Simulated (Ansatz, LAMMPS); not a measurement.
# Localised basis functions on aqueous K+ and SO4 2-, 2.4 mol of salt per kg of water at 280 K (155 atoms)

Aim: test how closely localised support functions follow the reference on aqueous K+ and SO4 2-, 2.4 mol of salt per kg of water at 280 K (155 atoms), and at what cost. A setting counts as converged where the r.m.s. difference of forces stays under 1 % of the r.m.s. force.

Method: Kohn-Sham DFT, PBE+D3(BJ), PAW (set soft_2), plane waves, in Ansatz 0.2.0.

This is a report of a sequence of runs, with most program output left out.

### 1. Starting point

The cell holds 155 atoms: 55 O, 2 S, 94 H and 4 K. Cell: a = 11.515 Å, b = 11.515 Å, c = 11.515 Å, α = 90.0°, β = 90.0°, γ = 90.0°. 47 H2O, 4 K+, 2 SO4 2- placed at random, at 1.3 g/cm³; overlaps pushed apart, then 10 ps at 420 K with Joung-Cheatham ions (J. Phys. Chem. B 112, 9020 (2008)); MMFF94 bonds, angles, torsions, charges and radii (Halgren, J. Comput. Chem. 17, 490 (1996)) in harmonic and 12-6 forms; SPC/E water (Berendsen, Grigera and Straatsma, J. Phys. Chem. 91, 6269 (1987)); charges of ions scaled by 0.85. Snapshot after 20 ps at 280 K and fixed volume.

Before any run, some limits are plain. The network of contacts between molecules at the start is that of the classical potential that made the cell, and needn't be the one that DFT or experiment would give. The concentration wasn't checked against solubility and may exceed it. The density was typed from a rule of thumb and may lie off the real one at this temperature. Sampling is at Γ alone, for a cell whose shortest periodic width is 12 Å.

### 2. How the cell was made

A classical potential makes the cell, at a small fraction of what the same run would cost in DFT.

This step: classical MD, Joung-Cheatham ions (J. Phys. Chem. B 112, 9020 (2008)); MMFF94 bonds, angles, torsions, charges and radii (Halgren, J. Comput. Chem. 17, 490 (1996)) in harmonic and 12-6 forms; SPC/E water (Berendsen, Grigera and Straatsma, J. Phys. Chem. 91, 6269 (1987)); charges of ions scaled by 0.85 (LAMMPS 22 Jul 2025 - Update 4).

Input file in.lmp:

```
# aqueous K+ and SO4 2-, 2.4 mol of salt per kg of water
units real
atom_style full
boundary p p p
bond_style harmonic
angle_style harmonic
dihedral_style opls
improper_style harmonic
special_bonds lj 0 0 0.5 coul 0 0 0.75
read_data data.lmp
neigh_modify delay 0 every 1 check yes one 4000
comm_modify cutoff 12.0
timestep 0.5
thermo_style custom step time temp pe press density
thermo_modify norm yes
# push overlapping molecules apart
pair_style soft 2.6
pair_coeff * * 0.0
variable a equal ramp(1,60)
fix ad all adapt 1 pair soft a * * v_a
velocity all create 420 370922 mom yes dist gaussian
fix lim all nve/limit 0.03
fix lan all langevin 420 420 50 370923 zero yes
thermo 1000
run 3000 post no
unfix ad
pair_style lj/cut/coul/long 9.0
pair_modify mix arithmetic tail yes
pair_coeff 1 1 0.0763 3.0960   # O
pair_coeff 2 2 0.2681 3.4180   # S
pair_coeff 3 3 0.1553 3.1660   # O
pair_coeff 4 4 0.0000 1.0000   # H
pair_coeff 5 5 0.4297 2.8384   # K
kspace_style pppm 1.0e-4
# [... 18 lines left out ...]
compute msd all msd com yes
thermo 5000
fix md all nvt temp 280 280 100
run 20000 post no
print "== T280: mean square displacement over the hold $(c_msd[4]:%.2f) A^2"
unfix md
uncompute msd
write_dump all custom T280.dump id type xs ys zs modify sort id
```

Run with:

```bash
> lmp -in in.lmp -log none -nocite
```

It took 22 s on 1 thread of Intel Xeon Platinum 8488C (Sapphire Rapids), shared host; peak memory 0.12 GiB.

The input also reads data.lmp (atoms, bonds and types; not printed here).

### 3. Plane-wave single point

The first run uses the default basis; a harder plane-wave run follows as the reference for the support functions.

Input file input.yaml:

```yaml
crystal:
  lattice:
    - [11.51463, 0.0, 0.0]
    - [0.0, 11.51463, 0.0]
    - [0.0, 0.0, 11.51463]
  atoms:
    - { symbol: O, position: [0.91561, 0.6646, 0.10126] }
    - { symbol: S, position: [0.83475, 0.71738, 0.18008] }
    - { symbol: O, position: [0.86195, 0.8415, 0.1756] }
    - { symbol: O, position: [0.71694, 0.69193, 0.14834] }
    - { symbol: O, position: [0.85192, 0.67874, 0.30006] }
    - { symbol: O, position: [0.19694, 0.99945, 0.8142] }
    - { symbol: S, position: [0.17797, 0.99752, 0.69084] }
    - { symbol: O, position: [0.22318, 0.89092, 0.64459] }
    - { symbol: O, position: [0.0546, 0.99969, 0.66998] }
    - { symbol: O, position: [0.23982, 0.09427, 0.64124] }
    - { symbol: O, position: [0.27745, 0.49199, 0.14686] }
    - { symbol: H, position: [0.29519, 0.45452, 0.07055] }
    - { symbol: H, position: [0.26629, 0.43066, 0.20732] }
    - { symbol: O, position: [0.31587, 0.55803, 0.81591] }
    - { symbol: H, position: [0.33502, 0.62879, 0.76935] }
    - { symbol: H, position: [0.23548, 0.53151, 0.79654] }
    - { symbol: O, position: [0.68891, 0.02155, 0.87632] }
    - { symbol: H, position: [0.62848, 0.03968, 0.81663] }
    - { symbol: H, position: [0.65255, 0.97782, 0.94196] }
    - { symbol: O, position: [0.4351, 0.72824, 0.16933] }
    - { symbol: H, position: [0.34844, 0.72464, 0.16488] }
    - { symbol: H, position: [0.46819, 0.64948, 0.15372] }
    - { symbol: O, position: [0.77199, 0.42099, 0.01565] }
    - { symbol: H, position: [0.79008, 0.42419, 0.10052] }
    - { symbol: H, position: [0.71435, 0.35777, 0.0007] }
    - { symbol: O, position: [0.62233, 0.70686, 0.3972] }
    - { symbol: H, position: [0.68414, 0.67957, 0.34264] }
    - { symbol: H, position: [0.65924, 0.74288, 0.46708] }
    - { symbol: O, position: [0.61529, 0.23335, 0.98692] }
    - { symbol: H, position: [0.62771, 0.15224, 0.95848] }
    - { symbol: H, position: [0.53403, 0.24155, 0.01644] }
    - { symbol: O, position: [0.32853, 0.29477, 0.73144] }
    [... 117 atom lines left out ...]
    - { symbol: H, position: [0.70949, 0.45317, 0.70305] }
    - { symbol: H, position: [0.85061, 0.4503, 0.68927] }
    - { symbol: K, position: [0.05453, 0.8023, 0.30165] }
    - { symbol: K, position: [0.04097, 0.47335, 0.04919] }
    - { symbol: K, position: [0.59942, 0.88894, 0.23867] }
    - { symbol: K, position: [0.82898, 0.64324, 0.90053] }
kpoints:
  mp_grid: { grid: [1, 1, 1] }
hamiltonian:
  xc: pbe
  dispersion: d3bj
scf:
  occupations: { method: fixed }
output:
  forces: true
  stress: true
  populations: true
  dos:
    method: { smearing: { sigma: 0.08 } }
    de: 0.1
    projected: { site_lists: { H: [H], K: [K], O: [O], S: [S] } }
  eigenvalues: true
  write_density: true
  write_potential: true
  volumetric_format: npy
```

Run with:

```bash
> ansatz run input.yaml --threads 8 --pin off --max-ram 15872MiB --backend cpu --events-out ev --progress --plain --runs-dir out
```

Wall time 11 s (8 threads of Intel Xeon Platinum 8488C (Sapphire Rapids), shared host); peak memory 2.1 GiB; 60 s of CPU time.

The program notes that the exchange-correlation potential is rough where the density is thin.

Read from the output:

```yaml
free_energy: -40686.5740 eV
free_energy_per_atom: -262.4940 eV/atom
scf_cycles: 9
pressure: -0.224 GPa
r_m_s_force_component: 0.6292 eV/Å
longest_force: 3.4 eV/Å
fermi_energy: -0.7893 eV
spacing_of_highest_filled_and_lowest_empty_level: 3.997 eV
spilling_of_the_projection: 0.0113
```

The r.m.s. force component of 0.63 eV/Å sets the scale for the differences below.

### 4. Plane waves at 750 eV (750 eV)

The grid of the support functions holds more waves than the default cutoff, so they are judged against a harder plane-wave run.

input.yaml, the sections that differ from step 3:

```yaml
output:
  forces: true
  eigenvalues: true
basis:
  ecutwfc: "750 eV"
# crystal, kpoints, hamiltonian, scf: as in step 3
```

The job ended after 12 s (8 threads; peak memory 4.2 GiB; 86 s of CPU time).

Forces differ from the reference by 10.0 meV/Å r.m.s., 1.6 % of their size, over a tolerance of 1 %; the energy by -5.0 meV/atom. This is the tighter run, so the reference isn't converged in this setting (nor is this run shown to be).

### 5. Support functions medium

With localised support functions most steps grow linearly with size, though the diagonalisation grows faster unless the density matrix is cut; this run measures error and cost at this size. Besides, the program derives a nominal cutoff of 464 eV for this run, against the reference's 750.

This step: Kohn-Sham DFT, PBE+D3(BJ), PAW (set soft_2), localised support functions (medium) (Ansatz 0.2.0).

input.yaml, the sections that differ from step 4:

```yaml
scf:
  occupations: { method: fixed }
  eigensolver: { kind: { support_functions: { accuracy: medium } } }
  max_iter: 150
# crystal, kpoints, hamiltonian, output: as in step 4
# basis: removed
```

Run time: 51 s. Hardware: 8 threads; peak memory 4.6 GiB.

The program notes that the band table was not solved further than the SCF left it and it switched symmetry off.

Keys that differ from the reference: basis.ecutwfc removed, support_functions.accuracy = "medium" and scf.max_iter = 150.

Forces differ from the reference by 2.1 meV/Å r.m.s., 0.32 % of their size, within a tolerance of 1 %; the energy by -0.79 meV/atom. It took 4.2 times the reference's time (shared host, so rough).

### 6. Support functions low

With localised support functions most steps grow linearly with size, though the diagonalisation grows faster unless the density matrix is cut; this run measures error and cost at this size. Besides, the program derives a nominal cutoff of 420 eV for this run, against the reference's 750.

This step: Kohn-Sham DFT, PBE+D3(BJ), PAW (set soft_2), localised support functions (low) (Ansatz 0.2.0).

input.yaml, the sections that differ from step 5:

```yaml
scf:
  occupations: { method: fixed }
  eigensolver: { kind: { support_functions: { accuracy: low } } }
  max_iter: 150
# crystal, kpoints, hamiltonian, output: as in step 5
```

Wall time 44 s (8 threads); peak memory 4.5 GiB; 5.6 min of CPU time.

Keys that differ from the reference: basis.ecutwfc removed, support_functions.accuracy = "low" and scf.max_iter = 150.

Forces differ from the reference by 2.1 meV/Å r.m.s., 0.33 % of their size, within a tolerance of 1 %; the energy by -0.79 meV/atom. It took 3.7 times the reference's time (shared host, so rough).

### 7. Support functions high

The cell is solved in localised support functions. Besides, the program derives a nominal cutoff of 631 eV for this run, against the reference's 750.

This step: Kohn-Sham DFT, PBE+D3(BJ), PAW (set soft_2), localised support functions (high) (Ansatz 0.2.0).

input.yaml, the sections that differ from step 6:

```yaml
scf:
  occupations: { method: fixed }
  eigensolver: { kind: { support_functions: { accuracy: high } } }
  max_iter: 150
# crystal, kpoints, hamiltonian, output: as in step 6
```

Wall time 3.1 min (8 threads); peak memory 10 GiB; 24 min of CPU time.

Keys that differ from the reference: basis.ecutwfc removed, support_functions.accuracy = "high" and scf.max_iter = 150.

Forces differ from the reference by 1.7 meV/Å r.m.s., 0.27 % of their size, well within a tolerance of 1 %; the energy by -0.82 meV/atom. It took 16 times the reference's time (shared host, so rough).

### 8. Support functions medium, radius 3.28 Å

The radius confines each support function; a larger one gives more freedom and more work per atom. Besides, the program derives a nominal cutoff of 464 eV for this run, against the reference's 750.

This step: Kohn-Sham DFT, PBE+D3(BJ), PAW (set soft_2), localised support functions (medium) (Ansatz 0.2.0).

input.yaml, the sections that differ from step 7:

```yaml
scf:
  occupations: { method: fixed }
  eigensolver: { kind: { support_functions: { accuracy: medium, radius: 3.28 } } }
  max_iter: 150
# crystal, kpoints, hamiltonian, output: as in step 7
```

The job ended after 49 s (8 threads; peak memory 4.4 GiB; 6.1 min of CPU time).

Keys that differ from the reference: basis.ecutwfc removed, support_functions.accuracy = "medium", support_functions.radius = 3.28 and scf.max_iter = 150.

Forces differ from the reference by 2.1 meV/Å r.m.s., 0.33 % of their size, within a tolerance of 1 %; the energy by -0.79 meV/atom. It took 4.0 times the reference's time (shared host, so rough).

### 9. Support functions medium, radius 3.55 Å

input.yaml, the sections that differ from step 8:

```yaml
scf:
  occupations: { method: fixed }
  eigensolver: { kind: { support_functions: { accuracy: medium, radius: 3.55 } } }
  max_iter: 150
# crystal, kpoints, hamiltonian, output: as in step 8
```

Run time: 52 s. Hardware: 8 threads; peak memory 4.8 GiB.

Keys that differ from the reference: basis.ecutwfc removed, support_functions.accuracy = "medium", support_functions.radius = 3.55 and scf.max_iter = 150.

Forces differ from the reference by 2.1 meV/Å r.m.s., 0.32 % of their size, within a tolerance of 1 %; the energy by -0.79 meV/atom. It took 4.3 times the reference's time (shared host, so rough).

### 10. Support functions medium, radius 3.79 Å

input.yaml, the sections that differ from step 9:

```yaml
scf:
  occupations: { method: fixed }
  eigensolver: { kind: { support_functions: { accuracy: medium, radius: 3.79 } } }
  max_iter: 150
# crystal, kpoints, hamiltonian, output: as in step 9
```

Wall time 66 s (8 threads); peak memory 5.3 GiB.

Keys that differ from the reference: basis.ecutwfc removed, support_functions.accuracy = "medium", support_functions.radius = 3.79 and scf.max_iter = 150.

Forces differ from the reference by 2.0 meV/Å r.m.s., 0.32 % of their size, within a tolerance of 1 %; the energy by -0.79 meV/atom. It took 5.5 times the reference's time (shared host, so rough).

### 11. Support functions medium, radius 4.06 Å

input.yaml, the sections that differ from step 10:

```yaml
scf:
  occupations: { method: fixed }
  eigensolver: { kind: { support_functions: { accuracy: medium, radius: 4.06 } } }
  max_iter: 150
# crystal, kpoints, hamiltonian, output: as in step 10
```

Run time: 78 s. Hardware: 8 threads; peak memory 5.8 GiB.

Keys that differ from the reference: basis.ecutwfc removed, support_functions.accuracy = "medium", support_functions.radius = 4.06 and scf.max_iter = 150.

Forces differ from the reference by 2.0 meV/Å r.m.s., 0.32 % of their size, within a tolerance of 1 %; the energy by -0.79 meV/atom. It took 6.5 times the reference's time (shared host, so rough).

### 12. Support functions medium, radius 4.57 Å

input.yaml, the sections that differ from step 11:

```yaml
scf:
  occupations: { method: fixed }
  eigensolver: { kind: { support_functions: { accuracy: medium, radius: 4.57 } } }
  max_iter: 150
# crystal, kpoints, hamiltonian, output: as in step 11
```

Elapsed: 1.8 min, on 8 threads; peak memory 7.2 GiB.

Keys that differ from the reference: basis.ecutwfc removed, support_functions.accuracy = "medium", support_functions.radius = 4.57 and scf.max_iter = 150.

Forces differ from the reference by 2.1 meV/Å r.m.s., 0.32 % of their size, within a tolerance of 1 %; the energy by -0.79 meV/atom. It took 9.1 times the reference's time (shared host, so rough).

### 13. Support functions medium, radius 5.07 Å

input.yaml, the sections that differ from step 12:

```yaml
scf:
  occupations: { method: fixed }
  eigensolver: { kind: { support_functions: { accuracy: medium, radius: 5.07 } } }
  max_iter: 150
# crystal, kpoints, hamiltonian, output: as in step 12
```

The job ended after 2.6 min (8 threads; peak memory 9.1 GiB).

Keys that differ from the reference: basis.ecutwfc removed, support_functions.accuracy = "medium", support_functions.radius = 5.07 and scf.max_iter = 150.

Forces differ from the reference by 2.1 meV/Å r.m.s., 0.33 % of their size, within a tolerance of 1 %; the energy by -0.79 meV/atom. It took 13 times the reference's time (shared host, so rough).

### 14. All settings compared

Differences are against the plane-wave reference (Kohn-Sham DFT, PBE+D3(BJ), PAW (set soft_2), plane waves), whose r.m.s. force component is 0.629 eV/Å. Energies are set beside the reference only for runs with its functional, potentials and electron count. Times are for 8 threads of Intel Xeon Platinum 8488C (Sapphire Rapids), shared host. The reference's time includes the DOS, the stress and grids, which some other runs skip.

```
                           run  Δ force, r.m.s. (meV/Å)  share of r.m.s. force (%)  Δ energy (meV/atom)  Δ gap (eV)  cycles  time  host memory (GiB)
                     reference                        -                          -                    -           -       9  11 s                2.1
plane waves at 750 eV (750 eV)                    10.00                       1.59                -5.04      5.0e-4       9  12 s                4.2
```

### 15. The ladder side by side

Differences are against the run with plane waves at 750 eV (Kohn-Sham DFT, PBE+D3(BJ), PAW (set soft_2), plane waves), whose r.m.s. force component is 0.634 eV/Å. Energies are set beside the reference only for runs with its functional, potentials and electron count. Times are for 8 threads of Intel Xeon Platinum 8488C (Sapphire Rapids), shared host.

```
                                    run  Δ force, r.m.s. (meV/Å)  share of r.m.s. force (%)  Δ energy (meV/atom)  Δ gap (eV)  cycles     time  host memory (GiB)
                              reference                        -                          -                    -           -       9     12 s                4.2
               support functions medium                     2.05                      0.324               -0.794     -1.0e-4      13     51 s                4.6
                  support functions low                     2.10                      0.331               -0.794      0.0014      11     44 s                4.5
                 support functions high                     1.74                      0.274               -0.825     -1.0e-4      17  3.1 min                 10
support functions medium, radius 3.28 Å                     2.09                      0.330               -0.794           0      13     49 s                4.4
support functions medium, radius 3.55 Å                     2.05                      0.323               -0.794     -2.0e-4      13     52 s                4.8
support functions medium, radius 3.79 Å                     2.02                      0.318               -0.794           0      13     66 s                5.3
support functions medium, radius 4.06 Å                     2.01                      0.317               -0.794     -1.0e-4      13     78 s                5.8
support functions medium, radius 4.57 Å                     2.05                      0.324               -0.794           0      13  1.8 min                7.2
support functions medium, radius 5.07 Å                     2.08                      0.328               -0.794      1.0e-4      13  2.6 min                9.1
```

(Continued in part 2 of 2.)

[Logs are printed without paths, hosts, clocks, repeated set-up lines and the standing remarks that a program may print on its own settings, such as how far it seeks lower states.]

[Hosts, paths, dates, database ids (printed as entryN), source tags and the programs' standing remarks are cut or masked in the printed files.]

[The MMFF94 radii named for the starting cell were scaled by 0.96; in molecules described by MMFF94, hydrogen bound to N, O or S took a small fixed 12-6 site in their place.]
